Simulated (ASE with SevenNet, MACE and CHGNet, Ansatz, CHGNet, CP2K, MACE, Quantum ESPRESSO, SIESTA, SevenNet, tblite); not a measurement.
# Mg2+ BF4- in dimethyl sulfoxide and 1,3-dioxolane at 400 K (73 atoms) in machine-learned potentials

Wanted: machine-learned potentials inputs and outputs for Mg2+ BF4- in dimethyl sulfoxide and 1,3-dioxolane at 400 K (73 atoms), checked against a plane-wave reference.

Calculated with ASE with SevenNet, MACE and CHGNet; the method is named at each step.

## Step 1: The starting structure

The cell holds 73 atoms: 11 C, 6 O, 30 H, 4 S, 4 B, 16 F and 2 Mg. Cell: a = 9.474 Å, b = 9.474 Å, c = 9.474 Å, α = 90.0°, β = 90.0°, γ = 90.0°. 4 dimethyl sulfoxide, 1 1,3-dioxolane, 2 Mg2+, 4 BF4- placed at random, at 1.53 g/cm³; overlaps pushed apart, then 10 ps at 550 K with stiff harmonic cages for PF6 and BF4 with UFF radii; divalent ions of Li, Roberts, Chakravorty and Merz (J. Chem. Theory Comput. 9, 2733 (2013)); MMFF94 bonds, angles, torsions, charges and radii (Halgren, J. Comput. Chem. 17, 490 (1996)) in harmonic and 12-6 forms; charges of ions scaled by 0.8. Snapshot after 30 ps at 400 K and fixed volume. Then every atom was moved at random, 0.03 Å r.m.s. a Cartesian component (hydrogen 0.6 of that).

The yardstick, on the same geometry:

| Property | Result |
| --- | --- |
| method | Kohn-Sham DFT, PBE, SSSP efficiency 1.3.0 pseudopotentials, plane waves (Quantum ESPRESSO 7.5); sssp-pbe-1.3.0-efficiency, cutoffs 60/480 Ry, Γ point |
| r.m.s. force component | 1.636 eV/Å |
| longest force | 7.959 eV/Å |
| pressure | 4.313 GPa |
| gap (highest filled to lowest empty level) | 4.215 eV |
| time | 97 s on 2 MPI ranks of Arm Neoverse V2, shared host |
| CPU time | 3.2 min |

## Step 2: SevenNet 0 potential

Method: machine-learned interatomic potential SevenNet 0, trained on PBE(+U) plane-wave data.

Input file run.py:

```python
import numpy as np
from ase.io import read
import mlip  # loads the published weights by name

atoms = read("structure.xyz")
atoms.calc = mlip.calc("7net-0")
energy = atoms.get_potential_energy()
forces = atoms.get_forces()
print(f"energy {energy:.6f} eV")
print("forces (eV/A)")
for i, (a, f) in enumerate(zip(atoms, forces)):
    print(f"{i:4d} {a.symbol:2s} {f[0]:10.5f} {f[1]:10.5f} {f[2]:10.5f}")
stress = -atoms.get_stress(voigt=False) * 160.21766
print("stress (GPa, compression positive)")
for row in stress:
    print(" ".join(f"{x:10.4f}" for x in row))
```

Input file structure.xyz:

```xyz
73
Lattice="9.47375 0.00000 0.00000 0.00000 9.47375 0.00000 0.00000 0.00000 9.47375" Properties=species:S:1:pos:R:3 pbc="T T T"
C 1.13761 5.88803 4.98765
C 2.23599 5.76667 3.87571
O 1.49742 5.02753 2.92578
C 0.36711 5.81035 2.99371
O 0.02899 6.40255 4.25277
H 1.27981 6.47919 5.77937
H 0.64545 4.89480 5.34954
H 2.97343 5.10465 4.35840
H 2.66241 6.66118 3.47488
H 0.41050 6.60860 2.15641
H 8.97789 5.11980 2.76378
C 7.14444 7.54300 1.20866
S 7.51988 6.71964 8.99210
C 8.18883 8.17708 8.30801
O 6.26461 6.36939 8.44935
H 6.69690 6.78292 1.70869
H 8.11891 7.79036 1.58240
H 6.51661 8.34798 0.88589
H 7.46863 9.01806 8.17225
H 9.09499 8.45561 8.64906
H 8.47872 7.83650 7.21360
C 0.33404 0.47037 4.85511
S 1.94382 1.46303 4.54361
C 2.00303 2.21733 6.19498
O 1.66729 2.52580 3.56706
H 0.52485 9.18186 5.60495
H 9.08343 1.24551 5.32993
H 0.04794 9.38072 3.99281
H 2.01990 3.19559 6.21592
H 0.97267 2.04624 6.61741
H 2.75781 1.65127 6.88060
C 5.45953 1.71778 5.85250
S 4.89395 3.39179 5.63148
C 6.57668 3.95245 5.04761
O 4.66753 3.87761 7.03691
H 4.92957 1.06362 5.05936
H 6.57620 1.55900 5.95330
H 5.13165 1.32661 6.89272
H 6.43684 5.03994 4.91536
H 7.37143 3.90442 5.87211
H 7.01181 3.46123 4.10630
C 3.76525 9.40459 1.93378
S 3.30388 0.69784 0.29482
C 4.96121 1.22069 9.45651
O 2.34191 1.78097 0.64838
H 4.41183 0.67813 2.52049
H 2.82157 9.14207 2.46801
H 4.24149 8.47171 1.51571
H 4.88561 2.06859 8.70230
H 5.49392 1.66558 0.87897
H 5.57435 0.47861 8.97894
B 4.28820 7.61595 6.10896
F 3.18650 7.99878 5.21018
F 4.34798 6.28460 6.39355
F 3.84956 8.01697 7.49430
F 5.52623 7.99954 5.68122
[... 13 atom lines left out ...]
F 2.65256 5.37541 8.29133
F 0.49159 5.21274 7.64295
Mg 4.68354 5.45129 8.08509
Mg 1.94420 3.42400 1.94496
```

Command:

```
$ OMP_NUM_THREADS=1 python run.py > output.txt
```

The program printed:

```text
energy -384.662842 eV
forces (eV/A)
   0 C    -1.09936   -2.45965   -2.08266
   1 C     0.48503   -2.21898    3.91538
   2 O     0.73890    1.78243    1.31190
   3 C    -5.94011    0.70978   -4.30170
   4 O     1.40942   -0.13538   -1.39429
   5 H     1.14333    2.36596    2.92662
   6 H     1.77808    0.64979   -0.43797
   7 H     0.43805    0.19789   -0.47333
   8 H     0.08936    0.67590   -0.16410
   9 H     0.06482   -0.67707    1.30809
  10 H     0.36795    0.51945   -0.09233
  11 C     1.28952    0.43046   -2.99832
  12 S     4.93043    0.72121    3.94280
  13 C    -2.63027   -0.35742   -5.07674
  14 O    -3.70746   -0.04711   -2.35240
  15 H    -1.43014   -2.03517    1.79415
  16 H     0.48258    0.48071    0.36255
  17 H    -0.38281    0.80441    0.37641
  18 H     0.35308   -0.47389    0.37500
  19 H     2.81723    0.84894    1.99042
  20 H    -0.68126    0.49539    1.59760
  21 C     0.19402    2.09365    1.32881
  22 S    -0.29439   -2.44566    1.75700
  23 C    -0.94186   -6.04193    1.44555
[...]
65 F    -1.20508   -1.78652    2.98865
  66 B     1.46402    1.20257    3.37242
  67 F    -0.78065    2.21807    0.20979
  68 F    -0.45566   -1.36180   -0.27095
  69 F     2.22046   -0.86247   -1.25313
  70 F    -1.83732   -1.41621   -1.87295
  71 Mg   -1.20213   -0.14084    0.72359
  72 Mg   -0.26967   -0.69167   -2.27036
stress (GPa, compression positive)
    3.3855     0.0927     1.0019
    0.0927     5.6723    -0.5214
    1.0019    -0.5214     1.5528
```

Wall time 7.2 s (1 thread of Arm Neoverse V2, shared host); peak memory 0.91 GiB.

Banners, paths, timers and routine set-up lines are dropped from the logs unmarked, and long logs keep their key lines alone; longer cuts are marked.

Against the reference:

- r.m.s. force component: 1.554 eV/Å
- r.m.s. difference of force components: 217.8 meV/Å
- longest difference of force vectors: 1611 meV/Å
- force difference over r.m.s. force: 13.32 %
- slope of forces against the reference's: 0.9422
- correlation of force components: 0.992
- pressure: 3.537 GPa
- pressure difference: -0.7758 GPa

Length of the force difference by element (eV/Å):

```
element  atoms  mean  most
      B      4  0.36  0.54
      C     11  0.36  0.61
      F     16  0.19  0.34
      H     30  0.12  0.26
     Mg      2  0.24  0.29
      O      6  0.64   1.4
      S      4  0.82   1.6
```

A closer look about C4, which bears the longest force: 9 atoms, nearest first, numbered in the order of the input, with positions taken from that point.

```
atom      x      y      z  distance (Å)     Fx     Fy  Fz (eV/Å)
  C4   0.00   0.00   0.00          0.00  -5.94   0.71      -4.30
 H11  -0.86  -0.69  -0.23          1.13   0.37   0.52      -0.09
 H10   0.04   0.80  -0.84          1.16   0.06  -0.68       1.31
  O3   1.13  -0.78  -0.07          1.38   0.74   1.78       1.31
  O5  -0.34   0.59   1.26          1.43   1.41  -0.14      -1.39
  C2   1.87  -0.04   0.88          2.07   0.49  -2.22       3.92
  C1   0.77   0.08   1.99          2.14  -1.10  -2.46      -2.08
  H9   2.30   0.85   0.48          2.49   0.09   0.68      -0.16
  H7   0.28  -0.92   2.36          2.54   1.78   0.65      -0.44
```

Atoms are counted from 1 here, from 0 in the log.

Forces lie 13 % from the reference's, at 0.036 times its CPU time (on 1 against 2 cores).

## Step 3: MACE MP-0b3 medium potential

Method: machine-learned interatomic potential MACE MP-0b3 medium, trained on PBE(+U) plane-wave data.

run.py: that of step 2 with these lines changed.

```diff
@@ -5,3 +5,3 @@
 atoms = read("structure.xyz")
-atoms.calc = mlip.calc("7net-0")
+atoms.calc = mlip.calc("mace-mp-0b3-medium")
 energy = atoms.get_potential_energy()
```

structure.xyz is that of step 2.

The program printed:

```text
energy -383.345147 eV
forces (eV/A)
   0 C    -1.55976   -2.60483   -1.92423
   1 C     0.67394   -2.32643    3.76387
   2 O     0.77597    1.14467    0.29386
   3 C    -5.10840    0.85836   -3.40550
   4 O     0.80724    0.07261   -1.25840
   5 H     1.06977    2.57286    3.04162
   6 H     1.69096    1.00122   -0.49402
   7 H     0.43463    0.19362   -0.62002
   8 H     0.06993    0.78402   -0.19511
   9 H     0.01176   -0.94544    1.39498
  10 H     0.66839    0.48214   -0.07375
  11 C     1.38463    0.25483   -3.39918
  12 S     5.05299    1.21451    4.37885
  13 C    -2.89804   -0.55648   -5.27390
  14 O    -3.63629    0.18140   -2.22019
  15 H    -1.52666   -2.08479    1.89921
  16 H     0.41781    0.45054    0.28316
  17 H    -0.33031    0.75642    0.35946
  18 H     0.42352   -0.41843    0.43975
  19 H     2.99452    0.95821    2.01250
  20 H    -0.61022    0.40818    1.58848
  21 C     0.31169    2.16956    1.31996
  22 S    -0.10782   -2.55991    1.91434
  23 C    -1.01475   -5.94554    1.44964
[...]
65 F    -1.05932   -1.63935    2.73013
  66 B     1.24354    1.10456    3.34691
  67 F    -0.66736    2.15133    0.14971
  68 F    -0.45938   -1.34373   -0.40488
  69 F     1.88464   -0.82518   -1.12364
  70 F    -1.73422   -1.29090   -1.73796
  71 Mg   -1.36051   -0.10720    0.87995
  72 Mg   -0.14312   -0.48702   -2.28240
stress (GPa, compression positive)
    3.6476     0.2716     0.9494
    0.2716     5.8505    -0.3226
    0.9494    -0.3226     1.8315
```

Wall time 7.2 s (1 thread); peak memory 1.1 GiB.

Against the reference:

```
r.m.s. force component                  : 1.535 eV/Å
r.m.s. difference of force components   : 220 meV/Å
longest difference of force vectors     : 1519 meV/Å
force difference over r.m.s. force      : 13.45 %
slope of forces against the reference's : 0.9311
correlation of force components         : 0.9924
pressure                                : 3.776 GPa
pressure difference                     : -0.5362 GPa
```

Against the first run (13 %), the force difference from the reference is 13 %, at 1.0 times the CPU time.

## Step 4: CHGNet r2SCAN potential

Method: machine-learned interatomic potential CHGNet r2SCAN, trained on r2SCAN plane-wave data.

run.py: that of step 3 with these lines changed.

```diff
@@ -5,3 +5,3 @@
 atoms = read("structure.xyz")
-atoms.calc = mlip.calc("mace-mp-0b3-medium")
+atoms.calc = mlip.calc("chgnet-r2scan")
 energy = atoms.get_potential_energy()
```

structure.xyz is that of step 3.

The program printed:

```text
CHGNet vr2scan initialized with 412,525 parameters
CHGNet will run on cpu
energy -451.778900 eV
forces (eV/A)
   0 C    -1.41116   -2.63976   -1.72774
   1 C     1.33148   -2.10309    3.93159
   2 O     0.89612    0.85444    0.61132
   3 C    -5.42460    0.49812   -4.17588
   4 O     0.94976    0.04932   -0.87242
   5 H     1.16703    2.35522    3.01964
   6 H     1.60348    0.89734   -0.41341
   7 H     0.10377    0.46334   -0.73066
   8 H    -0.01885    0.49499   -0.22796
   9 H    -0.05181   -0.91692    1.16370
  10 H     0.61869    0.72670   -0.15522
  11 C     1.28263    0.69219   -2.52932
  12 S     4.23394    1.04275    3.50120
  13 C    -2.14366   -0.38907   -4.81054
  14 O    -3.62458   -0.49986   -2.14963
  15 H    -1.32771   -1.95110    1.51583
  16 H     0.36794    0.36586    0.23757
  17 H    -0.26495    0.52787    0.20660
  18 H     0.40004   -0.71438    0.35397
  19 H     2.63830    0.77909    1.74920
  20 H    -0.71591    0.66689    1.85633
  21 C    -0.14049    1.79663    1.34883
  22 S    -0.33908   -1.61800    1.62601
  23 C    -0.63132   -6.14631    1.64053
[...]
65 F    -0.87791   -1.30313    2.10896
  66 B     1.10832    0.63922    2.53917
  67 F    -0.48909    1.50274    0.12855
  68 F    -0.24054   -0.84032   -0.28044
  69 F     1.41974   -0.56324   -0.78236
  70 F    -1.46916   -0.97994   -1.46947
  71 Mg   -0.91172   -0.00935    0.53493
  72 Mg   -0.30269   -0.38393   -1.44487
stress (GPa, compression positive)
    1.6439     0.2398     1.1334
    0.2398     2.6044    -0.2570
    1.1334    -0.2570    -0.0125
```

It took 3.6 s on 1 thread; peak memory 1.2 GiB.

Compared with the plane-wave run:

```yaml
r_m_s_force_component: 1.39 eV/Å
r_m_s_difference_of_force_components: 402.9 meV/Å
longest_difference_of_force_vectors: 2447 meV/Å
force_difference_over_r_m_s_force: 24.63 %
slope_of_forces_against_the_reference_s: 0.8309
correlation_of_force_components: 0.9775
pressure: 1.412 GPa
pressure_difference: -2.901 GPa
```

Against the first run (13 %), the force difference from the reference is 25 %, at 0.48 times the CPU time; this potential was trained at another functional than the reference's.

## Step 5: Side by side

Differences are against the plane-wave reference, forces as r.m.s. over components; share is that over the reference's r.m.s. force, slope the least-squares factor from reference forces to these. Total energies of different programs have different zeros and aren't compared.

```
                         run  Δ force, r.m.s. (meV/Å)  share (%)  slope  Δ pressure (GPa)  cores  CPU time  memory (GiB)
                   reference                        -          -      -                 -      2   3.2 min           2.1
        SevenNet 0 potential                      218       13.3  0.942            -0.776      1     6.9 s          0.91
MACE MP-0b3 medium potential                      220       13.5  0.931            -0.536      1     7.1 s           1.1
     CHGNet r2SCAN potential                      403       24.6  0.831             -2.90      1     3.4 s           1.2
```

Times of the machine-learned potentials are mostly Python's start and the loading of weights.

CPU time is summed over cores on a shared host, where runs went side by side, so it is rough. Symmetry, cutoffs, thresholds, outputs and thread counts weren't matched or tuned between programs; memory under MPI is the largest rank's times the ranks.

A second geometry, displaced anew (every atom was moved at random, 0.08 Å r.m.s. a Cartesian component (hydrogen 0.6 of that)), gives an energy difference that all programs can be tested on. The reference puts it at 86.43 meV/atom.

```
                         run  energy less the first geometry's (meV/atom)  error (meV/atom)  force share at the second geometry (%)
        SevenNet 0 potential                                        84.14             -2.28                                    8.67
MACE MP-0b3 medium potential                                        86.97             0.536                                    7.56
     CHGNet r2SCAN potential                                        78.86             -7.57                                    19.0
```

## Step 6: Summary of results

| Quantity | Value |
| --- | --- |
| nearest in forces | a tie at 13 % of 2 runs: SevenNet 0 potential; MACE MP-0b3 medium potential |

Machine-learned potentials differ by 13 % (SevenNet 0 potential) to 25 % (CHGNet r2SCAN potential); they were trained on other programs' data, some at another functional. The energy difference between the two geometries, 86.4 meV/atom in the reference, is met best by MACE MP-0b3 medium potential (+0.536) and worst by CHGNet r2SCAN potential (-7.57). The reference's pressure holds the uncorrected Pulay stress of its 60 Ry basis, so small pressure differences, and their order, may be the reference's own error. Machine-learned potentials mimic data converged in k, so the reference's own k-point error enters their differences. The network of contacts between molecules at the start is that of the classical potential that made the cell, and needn't be the one that DFT or experiment would give. The reference's stress is far from hydrostatic: its diagonal is 4.2, 6.6, 2.2 GPa, compression counted positive. The reference's PBE has no dispersion term, which matters for the binding between molecules or layers. The electronic-structure runs sample only Γ, in a cell whose shortest periodic width is 9 Å.

[Also dropped from logs without a mark: logging warnings of Python, and SIESTA's first energy breakdown and zero terms.]

[Logs are printed without paths, hosts, clocks, repeated set-up lines and the standing remarks that a program may print on its own settings, such as how far it seeks lower states.]

[Hosts, paths, dates, database ids (printed as entryN), source tags and the programs' standing remarks are cut or masked in the printed files.]

[The MMFF94 radii named for the starting cell were scaled by 0.96; in molecules described by MMFF94, hydrogen bound to N, O or S took a small fixed 12-6 site in their place.]
